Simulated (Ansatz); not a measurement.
In doubt: masses and optical values from hybrid runs of this build are listed as unsure, which bears on the screening that GW takes from such a start.

Rows from a G0W0 calculation on Ge3F2 (fluorine-terminated (110) film, 3 layers) (Ansatz 0.2.0; G0W0 on HSE06, plane waves, PAW; PAW set soft_1; 4×4×1 mesh, 571 empty bands, screening to 45 eV, PAW set soft_1 files), in eV. Spin-orbit coupling is left out.

```csv
row,Σx,Σc,Vxc,Z
A,-10.53,-3.06,-14.28,0.77
B,-9.01,-3.29,-12.82,0.77
C,-16.49,1.22,-15.22,0.77
D,-11.40,-3.07,-15.25,0.77
E,-9.35,-3.06,-12.91,0.77
F,-17.71,1.72,-15.87,0.76
```

Which rows are filled states and which are empty ones, and how can one tell?

Filled: C and F. Empty: A, B, D and E. The sign of Σc tells: for a filled state bare exchange, which holds its interaction with itself, lies below Vxc (Σx − Vxc is -1.3 eV or lower here) and screening gives part back as a positive Σc. For an empty state Σx lies above Vxc (+3.6 eV or more) and the Coulomb hole leaves Σc negative.

[Paths, hosts, dates, memory and timing lines, banners, echoed tables and standing remarks are left out of the program output.]

[Logs are printed without paths, hosts, clocks, repeated set-up lines and the standing remarks that a program may print on its own settings, such as how far it seeks lower states.]

[Runs of the session that timed out or met a known fault of the program may be left out.]

[Cells called generated may have been cut or substituted from an entry of the Crystallography Open Database or the Materials Project.]

[Hosts, paths, dates, database ids (printed as entryN), source tags and the programs' standing remarks are cut or masked in the printed files.]
